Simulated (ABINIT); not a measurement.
## CdF2 (Fm-3m): one start, several treatments of the self-energy

Wanted: the gap of CdF2 (Fm-3m) under several approximations, with cost.

Method: PBE and many-body steps on it, plane waves, in ABINIT 10.8.3.

### 1. The structure

Symmetry: Fm-3m, No. 225, cubic system. Conventional cell: a = 5.388 Å, b = 5.388 Å, c = 5.388 Å, α = 90.00°, β = 90.00°, γ = 90.00°. Nearest to Cd lie 8 F at 2.33 Å. Nearest to F lie 4 Cd at 2.33 Å. Farther neighbours and most contacts between anions are not listed.

The cell and positions come from the Crystallography Open Database and are kept as given unless a step says otherwise.

### 2. Empty states on the mesh, 4×4×4 mesh, 141 bands

This step: ABINIT 10.8.3; DFT, PBE, plane waves, norm-conserving pseudopotentials.

The sums over transitions need many empty states on a uniform mesh; this step solves for them.

run.abi reads:

```
acell 3*1.0 Angstrom
rprim 
  0.000000000000 2.694000000000 2.694000000000
  2.694000000000 0.000000000000 2.694000000000
  2.694000000000 2.694000000000 -0.000000000000
ntypat 2
znucl 48 9
natom 3
typat 1 2 2
xred 
  0.000000000000 0.000000000000 0.000000000000
  0.250000000000 0.250000000000 0.250000000000
  0.750000000000 0.750000000000 0.750000000000
pp_dirpath "pseudos"
pseudos "Cd.upf, F.upf"
ecut 47
ngkpt 4 4 4
nshiftk 1
shiftk 0 0 0
kptopt 1
chksymbreak 0
irdden 1
istwfk *1
nband 141
prtvol 0
optdriver 6
gwr_task "HDIAGO"
paral_kgb 0
occopt 1
indata_prefix "in"
outdata_prefix "out"
tmpdata_prefix "tmp"
```

Command:

```console
$ OMP_NUM_THREADS=1 mpirun -n 8 abinit run.abi > log
```

Log:

```text
.Version 10.8.3 of ABINIT. v10.8.2 released Aug 2026.

 Symmetries : space group Fm -3 m (#225); Bravais cF (face-center cubic)
[... echo of the input left out ...]
== DATASET  1 ==================================================================
-   mpi_nproc: 8, omp_nthreads: 1 (-1 if OMP is not activated)

--- !DatasetInfo
iteration_state: {dtset: 1, }
dimensions: {natom: 3, nkpt: 8, mband: 141, nsppol: 1, nspinor: 1, nspden: 1, mpw: 4092, }
cutoff_energies: {ecut:  47.0, pawecutdg:  -1.0, }
[...]
Indirect band gap semiconductor
 Fundamental gap:     3.124 (eV)
   VBM:     3.135 (eV) at k: [-2.5000E-01,  5.0000E-01,  2.5000E-01]
   CBM:     6.259 (eV) at k: [ 0.0000E+00,  0.0000E+00,  0.0000E+00]
 Direct gap:         3.619 (eV) at k: [ 0.0000E+00,  0.0000E+00,  0.0000E+00]

== END DATASET(S) ==============================================================
================================================================================

 -outvars: echo values of variables after computation  --------
           etotal      0.0000000000E+00
            nband         141
             nkpt           8
          spgroup         225
 [... the other variables as echoed above ...]

 Calculation completed.
```

It took 29 s on 8 MPI ranks of AMD EPYC 9R45, shared host; peak memory 7.6 GiB; 3.8 min of CPU time.

This step gave:

```yaml
gap: 3.124 eV
k_of_the_valence_top: -0.25, 0.5, 0.25
k_of_the_conduction_bottom: 0, 0, 0
least_direct_gap: 3.619 eV
k_points_computed: 8
lowest_point_of_the_top_converged_band_above_the_valence_top: 112.1025 eV
```

On this mesh the gap is 3.124 eV.

The density comes from a self-consistent run that is not shown.

### 3. Screening, 4×4×4 mesh, 133 bands, screening to 190.5 eV

The RPA dielectric matrix is built and inverted for each q.

This step: RPA screening on PBE, plane waves, norm-conserving pseudopotentials.

run.abi, as its differences from that of step 2:

```diff
@@ -21,10 +21,11 @@
 chksymbreak 0
-irdden 1
 istwfk *1
-nband 141
-prtvol 0
-optdriver 6
-gwr_task "HDIAGO"
-paral_kgb 0
 occopt 1
+irdwfk 1
+optdriver 3
+nband 133
+ecuteps 7
+inclvkb 2
+awtr 1
+symchi 1
 indata_prefix "in"
```

Log:

```text
.Version 10.8.3 of ABINIT. v10.8.2 released Aug 2026.

 Symmetries : space group Fm -3 m (#225); Bravais cF (face-center cubic)
[... echo of the input left out ...]
== DATASET  1 ==================================================================
-   mpi_nproc: 8, omp_nthreads: 1 (-1 if OMP is not activated)

--- !DatasetInfo
iteration_state: {dtset: 1, }
dimensions: {natom: 3, nkpt: 8, mband: 133, nsppol: 1, nspinor: 1, nspden: 1, mpw: 4092, }
cutoff_energies: {ecut:  47.0, pawecutdg:  -1.0, }
electrons: {nelect:   3.40000000E+01, charge:   0.00000000E+00, occopt:   1.00000000E+00, tsmear:   1.00000000E-02, }

 SCREENING: Calculation of the susceptibility and dielectric matrices

 Based on a program developped by R.W. Godby, V. Olevano, G. Onida, and L. Reining.
 Incorporated in ABINIT by V. Olevano, G.-M. Rignanese, and M. Torrent.
.Using double precision arithmetic ; gwpc =  8

[... cell and pseudopotentials left out ...]
--------------------------------------------------------------------------------

 ==== K-mesh for the wavefunctions ====
 Number of points in the irreducible wedge :     8
[... list of points left out ...]
 Together with 48 symmetry operations and time-reversal symmetry
 yields    64 points in the full Brillouin Zone.

 ==== Q-mesh for the screening function ====
 Number of points in the irreducible wedge :     8
[... list of points left out ...]
 Together with 48 symmetry operations and time-reversal symmetry
 yields    64 points in the full Brillouin Zone.

 setmesh: FFT mesh size selected  =    32x   32x   32
          total number of points  =        32768

 vcoul_init : cutoff-mode = AUXILIARY_FUNCTION
 q-points for optical limit:   1
     1)      0.000010    0.000020    0.000030

- screening: taking advantage of time-reversal symmetry
- Maximum band index for partially occupied states nbvw = 17
- Remaining bands to be divided among processors   nbcw = 116
- Number of bands treated by each node ~14

 Number of electrons calculated from density =   34.0000; Expected =   34.0000
 average of density, n =  0.128843
 r_s =    1.2282
 omega_plasma =   34.6246 [eV]

 calculating chi0 at frequencies [eV] :
  1    0.000000E+00    0.000000E+00
  2    0.000000E+00    3.462465E+01

--------------------------------------------------------------------------------
  q-point number  1        q = ( 0.000000, 0.000000, 0.000000) [r.l.u.]
--------------------------------------------------------------------------------
[... chi0 elements left out ...]
 For q-point:  0.000010 0.000020 0.000030
  dielectric constant =   2.7482
  dielectric constant without local fields =   2.9178

  Average fulfillment of the sum rule on Im[epsilon] for q-point    1 :     67.12  [%]
[... wings left out ...]
  q-point number  2        q = ( 0.250000, 0.000000, 0.000000) [r.l.u.]
--------------------------------------------------------------------------------
[... chi0 elements left out ...]
  Average fulfillment of the sum rule on Im[epsilon] for q-point    2 :     79.24  [%]

 [... 6 further q-points ...]
```

It took 15 s on 8 MPI ranks; peak memory 2 GiB.

This step gave:

| Property | Result |
| --- | --- |
| ε∞ with local fields, on this mesh, along the program's q direction | 2.748 |
| the same without local fields | 2.918 |
| plasma frequency | 34.62 eV |
| plane waves in the screening matrix | 259 |

Local fields lower ε∞ by 6 %. On a Γ-centred mesh this coarse the value itself is usually too large, while a short band sum pulls it down.

### 4. G0W0, Godby-Needs plasmon pole

The self-energy is evaluated for the states that the input lists, and the levels follow from it, in one-shot runs by the linearised quasiparticle equation.

This step: G0W0 on PBE, plane waves, norm-conserving pseudopotentials.

run.abi, as its differences from that of step 3:

```diff
@@ -24,8 +24,17 @@
 irdwfk 1
-optdriver 3
+optdriver 4
 nband 133
+gwcalctyp 0
+ecutsigx 47
+symsigma 1
+nkptgw 2
+kptgw 
+  -0.2500000000 0.5000000000 0.2500000000
+  0.0000000000 0.0000000000 0.0000000000
+bdgw 
+  16 19
+  15 21
 ecuteps 7
-inclvkb 2
-awtr 1
-symchi 1
+irdscr 1
+ppmodel 1
 indata_prefix "in"
```

Log:

```text
.Version 10.8.3 of ABINIT. v10.8.2 released Aug 2026.

 Symmetries : space group Fm -3 m (#225); Bravais cF (face-center cubic)
[... echo of the input left out ...]
== DATASET  1 ==================================================================
-   mpi_nproc: 8, omp_nthreads: 1 (-1 if OMP is not activated)

--- !DatasetInfo
iteration_state: {dtset: 1, }
dimensions: {natom: 3, nkpt: 8, mband: 133, nsppol: 1, nspinor: 1, nspden: 1, mpw: 4092, }
cutoff_energies: {ecut:  47.0, pawecutdg:  -1.0, }
electrons: {nelect:   3.40000000E+01, charge:   0.00000000E+00, occopt:   1.00000000E+00, tsmear:   1.00000000E-02, }

 SIGMA: Calculation of the GW corrections

 Based on a program developped by R.W. Godby, V. Olevano, G. Onida, and L. Reining.
 Incorporated in ABINIT by V. Olevano, G.-M. Rignanese, and M. Torrent.
.Using double precision arithmetic ; gwpc =  8

[... cell and pseudopotentials left out ...]
--------------------------------------------------------------------------------

 ==== K-mesh for the wavefunctions ====
 Number of points in the irreducible wedge :     8
[... list of points left out ...]
 Together with 48 symmetry operations and time-reversal symmetry
 yields    64 points in the full Brillouin Zone.

 ==== Q-mesh for screening function ====
 Number of points in the irreducible wedge :     8
[... list of points left out ...]
 Together with 48 symmetry operations and time-reversal symmetry
 yields    64 points in the full Brillouin Zone.

 vcoul_init : cutoff-mode = AUXILIARY_FUNCTION
 q-points for optical limit:   1
     1)      0.000010    0.000020    0.000030
 setmesh: FFT mesh size selected  =    45x   45x   45
          total number of points  =        91125

 Number of electrons calculated from density =   34.0000; Expected =   34.0000
 average of density, n =  0.128843
 r_s =    1.2282
 omega_plasma =   34.6246 [eV]

 === KS Band Gaps ===
  >>>> For spin  1
   Minimum direct gap =   3.6194 [eV], located at k-point      :   0.0000  0.0000  0.0000
   Fundamental gap    =   3.1240 [eV], Top of valence bands at :  -0.2500  0.5000  0.2500
                                       Bottom of conduction at :   0.0000  0.0000  0.0000
 SIGMA fundamental parameters:
 PLASMON POLE MODEL  1
 number of plane-waves for SigmaX                 4015
 number of plane-waves for SigmaC and W            259
 number of plane-waves for wavefunctions          4015
 number of bands                                   133
 number of independent spin polarizations            1
 number of spinorial components                      1
 number of k-points in IBZ                           8
 number of q-points in IBZ                           8
 number of symmetry operations                      48
 number of k-points in BZ                           64
 number of q-points in BZ                           64
 number of frequencies for dSigma/dE                 9
 frequency step for dSigma/dE [eV]                0.25
 number of omega for Sigma on real axis              0
 max omega for Sigma on real axis  [eV]           0.00
 zcut for avoiding poles [eV]                     0.10

 EPSILON^-1 parameters (SCR file):
 dimension of the eps^-1 matrix on file            259
 dimension of the eps^-1 matrix used               259
 number of plane-waves for wavefunctions          4015
 number of bands                                   133
 number of q-points in IBZ                           8
 number of frequencies                               2
 number of real frequencies                          1
 number of imag frequencies                          1

 matrix elements of self-energy operator (all in [eV])

 Perturbative Calculation

--- !SelfEnergy_ee
iteration_state: {dtset: 1, }
kpoint     : [  -0.250,    0.500,    0.250, ]
spin       : 1
KS_gap     :    8.101
QP_gap     :   11.348
Delta_QP_KS:    3.247
data: !SigmaeeData |
     Band     E0 <VxcDFT>   SigX SigC(E0)      Z dSigC/dE  Sig(E)    E-E0       E
       16   2.536 -23.138 -30.563   5.695   0.793  -0.261 -24.510  -1.371   1.164
       17   3.135 -24.392 -31.575   5.510   0.803  -0.246 -25.735  -1.343   1.792
       18  11.236 -16.752 -10.745  -3.779   0.855  -0.170 -14.848   1.904  13.140
       19  14.664 -10.958  -6.360  -3.507   0.871  -0.148 -10.008   0.950  15.614

--- !SelfEnergy_ee
iteration_state: {dtset: 1, }
kpoint     : [   0.000,    0.000,    0.000, ]
spin       : 1
KS_gap     :    3.619
QP_gap     :    6.101
Delta_QP_KS:    2.482
data: !SigmaeeData |
     Band     E0 <VxcDFT>   SigX SigC(E0)      Z dSigC/dE  Sig(E)    E-E0       E
       15   2.640 -24.993 -32.322   5.357   0.816  -0.226 -26.602  -1.609   1.031
       16   2.640 -24.993 -32.322   5.357   0.816  -0.226 -26.602  -1.609   1.031
       17   2.640 -24.993 -32.322   5.357   0.816  -0.226 -26.602  -1.609   1.031
       18   6.259 -12.403  -7.938  -3.466   0.874  -0.144 -11.530   0.873   7.132
       19  15.876 -10.202  -4.669  -4.286   0.876  -0.142  -9.110   1.092  16.968
       20  15.876 -10.202  -4.669  -4.286   0.876  -0.142  -9.110   1.092  16.968
       21  15.876 -10.202  -4.669  -4.286   0.876  -0.142  -9.110   1.092  16.968

== END DATASET(S) ==============================================================
================================================================================

 -outvars: echo values of variables after computation  --------
           etotal      0.0000000000E+00
            nband         133
             nkpt           8
          spgroup         225
 [... the other variables as echoed above ...]

 Calculation completed.
```

The job ended after 7.6 s (8 MPI ranks; peak memory 1.8 GiB).

Numbers from this step:

* G0W0 gap on the points computed: 5.34 eV
* starting gap on the mesh: 3.124 eV
* k of the valence top: -0.25, 0.5, 0.25
* k of the conduction bottom: 0, 0, 0
* Z at the valence top: 0.803
* Z at the conduction bottom: 0.874
* least direct G0W0 gap on the computed points: 6.101 eV

The gap on the mesh goes from 3.12 eV to 5.34 eV, a correction of +2.22 eV.

### 5. G0W0, Hybertsen-Louie plasmon pole

run.abi, as its differences from that of step 4:

```diff
@@ -38,3 +38,3 @@
 irdscr 1
-ppmodel 1
+ppmodel 2
 indata_prefix "in"
```

Log:

```text
.Version 10.8.3 of ABINIT. v10.8.2 released Aug 2026.

 Symmetries : space group Fm -3 m (#225); Bravais cF (face-center cubic)
[... echo of the input left out ...]
== DATASET  1 ==================================================================
-   mpi_nproc: 8, omp_nthreads: 1 (-1 if OMP is not activated)

--- !DatasetInfo
iteration_state: {dtset: 1, }
dimensions: {natom: 3, nkpt: 8, mband: 133, nsppol: 1, nspinor: 1, nspden: 1, mpw: 4092, }
cutoff_energies: {ecut:  47.0, pawecutdg:  -1.0, }
electrons: {nelect:   3.40000000E+01, charge:   0.00000000E+00, occopt:   1.00000000E+00, tsmear:   1.00000000E-02, }

 SIGMA: Calculation of the GW corrections

 Based on a program developped by R.W. Godby, V. Olevano, G. Onida, and L. Reining.
 Incorporated in ABINIT by V. Olevano, G.-M. Rignanese, and M. Torrent.
.Using double precision arithmetic ; gwpc =  8

[... cell and pseudopotentials left out ...]
--------------------------------------------------------------------------------

 ==== K-mesh for the wavefunctions ====
 Number of points in the irreducible wedge :     8
[... list of points left out ...]
 Together with 48 symmetry operations and time-reversal symmetry
 yields    64 points in the full Brillouin Zone.

 ==== Q-mesh for screening function ====
 Number of points in the irreducible wedge :     8
[... list of points left out ...]
 Together with 48 symmetry operations and time-reversal symmetry
 yields    64 points in the full Brillouin Zone.

 vcoul_init : cutoff-mode = AUXILIARY_FUNCTION
 q-points for optical limit:   1
     1)      0.000010    0.000020    0.000030
 setmesh: FFT mesh size selected  =    45x   45x   45
          total number of points  =        91125

 Number of electrons calculated from density =   34.0000; Expected =   34.0000
[...]
number of omega for Sigma on real axis              0
 max omega for Sigma on real axis  [eV]           0.00
 zcut for avoiding poles [eV]                     0.10

 EPSILON^-1 parameters (SCR file):
 dimension of the eps^-1 matrix on file            259
 dimension of the eps^-1 matrix used               259
 number of plane-waves for wavefunctions          4015
 number of bands                                   133
 number of q-points in IBZ                           8
 number of frequencies                               2
 number of real frequencies                          1
 number of imag frequencies                          1

 matrix elements of self-energy operator (all in [eV])

 Perturbative Calculation

--- !SelfEnergy_ee
iteration_state: {dtset: 1, }
kpoint     : [  -0.250,    0.500,    0.250, ]
spin       : 1
KS_gap     :    8.101
QP_gap     :   11.960
Delta_QP_KS:    3.859
data: !SigmaeeData |
     Band     E0 <VxcDFT>   SigX SigC(E0)      Z dSigC/dE  Sig(E)    E-E0       E
       16   2.536 -23.138 -30.563   4.552   0.879  -0.138 -25.663  -2.525   0.011
       17   3.135 -24.392 -31.575   4.550   0.882  -0.134 -26.713  -2.321   0.814
       18  11.236 -16.752 -10.745  -4.295   0.899  -0.113 -15.213   1.538  12.774
[...]
--- !SelfEnergy_ee
iteration_state: {dtset: 1, }
kpoint     : [   0.000,    0.000,    0.000, ]
spin       : 1
KS_gap     :    3.619
QP_gap     :    6.397
Delta_QP_KS:    2.777
data: !SigmaeeData |
     Band     E0 <VxcDFT>   SigX SigC(E0)      Z dSigC/dE  Sig(E)    E-E0       E
[...]
20  15.876 -10.202  -4.669  -4.609   0.909  -0.100  -9.362   0.841  16.716
       21  15.876 -10.202  -4.669  -4.609   0.909  -0.100  -9.362   0.841  16.716

== END DATASET(S) ==============================================================
================================================================================

 -outvars: echo values of variables after computation  --------
           etotal      0.0000000000E+00
            nband         133
             nkpt           8
          spgroup         225
 [... the other variables as echoed above ...]

 Calculation completed.
```

The job ended after 7.2 s (8 MPI ranks; peak memory 1.7 GiB).

This step gave:

```
G0W0 gap on the points computed              : 5.862 eV
starting gap on the mesh                     : 3.124 eV
k of the valence top                         : -0.25, 0.5, 0.25
k of the conduction bottom                   : 0, 0, 0
Z at the valence top                         : 0.882
Z at the conduction bottom                   : 0.909
least direct G0W0 gap on the computed points : 6.397 eV
```

Against G0W0 in ABINIT (4×4×4 mesh, 133 bands, screening to 190.5 eV, Godby-Needs plasmon pole), the gap moves by +0.522 eV.

### 6. G0W0, von der Linden-Horsch plasmon pole

run.abi, as its differences from that of step 5:

```diff
@@ -38,3 +38,3 @@
 irdscr 1
-ppmodel 2
+ppmodel 3
 indata_prefix "in"
```

Log:

```text
.Version 10.8.3 of ABINIT. v10.8.2 released Aug 2026.

 Symmetries : space group Fm -3 m (#225); Bravais cF (face-center cubic)
[... echo of the input left out ...]
== DATASET  1 ==================================================================
-   mpi_nproc: 8, omp_nthreads: 1 (-1 if OMP is not activated)

--- !DatasetInfo
iteration_state: {dtset: 1, }
dimensions: {natom: 3, nkpt: 8, mband: 133, nsppol: 1, nspinor: 1, nspden: 1, mpw: 4092, }
cutoff_energies: {ecut:  47.0, pawecutdg:  -1.0, }
[...]
Band     E0 <VxcDFT>   SigX SigC(E0)      Z dSigC/dE  Sig(E)    E-E0       E
[...]
20  15.876 -10.202  -4.669  -4.669   0.934  -0.070  -9.395   0.808  16.683
       21  15.876 -10.202  -4.669  -4.669   0.934  -0.070  -9.395   0.808  16.683

== END DATASET(S) ==============================================================
================================================================================

 -outvars: echo values of variables after computation  --------
           etotal      0.0000000000E+00
            nband         133
             nkpt           8
          spgroup         225
 [... the other variables as echoed above ...]

 Calculation completed.
```

The job ended after 4.4 s (8 MPI ranks; peak memory 1.6 GiB; 34 s of CPU time).

Numbers from this step:

```yaml
g0w0_gap_on_the_points_computed: 5.353 eV
starting_gap_on_the_mesh: 3.124 eV
k_of_the_valence_top: -0.25, 0.5, 0.25
k_of_the_conduction_bottom: 0, 0, 0
least_direct_g0w0_gap_on_the_computed_points: 6.13 eV
```

Against G0W0 in ABINIT (4×4×4 mesh, 133 bands, screening to 190.5 eV, Godby-Needs plasmon pole), the gap moves by +0.013 eV.

[end of part 1 of 2]

[Paths, hosts, dates, memory and timing lines, banners, echoed tables and standing remarks are left out of the program output.]

[Logs are printed without paths, hosts, clocks, repeated set-up lines and the standing remarks that a program may print on its own settings, such as how far it seeks lower states.]

[Runs of the session that timed out or met a known fault of the program may be left out.]

[Hosts, paths, dates, database ids (printed as entryN), source tags and the programs' standing remarks are cut or masked in the printed files.]

[G0W0 gaps are taken among the corrected bands and points alone; a level outside them can change the order at an edge.]

[Where Ansatz stands beside ABINIT at settings called matched, ABINIT's density can come from a denser mesh and the files from another edition; pairs whose starting gaps differed by over 0.03 eV were left out, so agreement reads better than it is.]
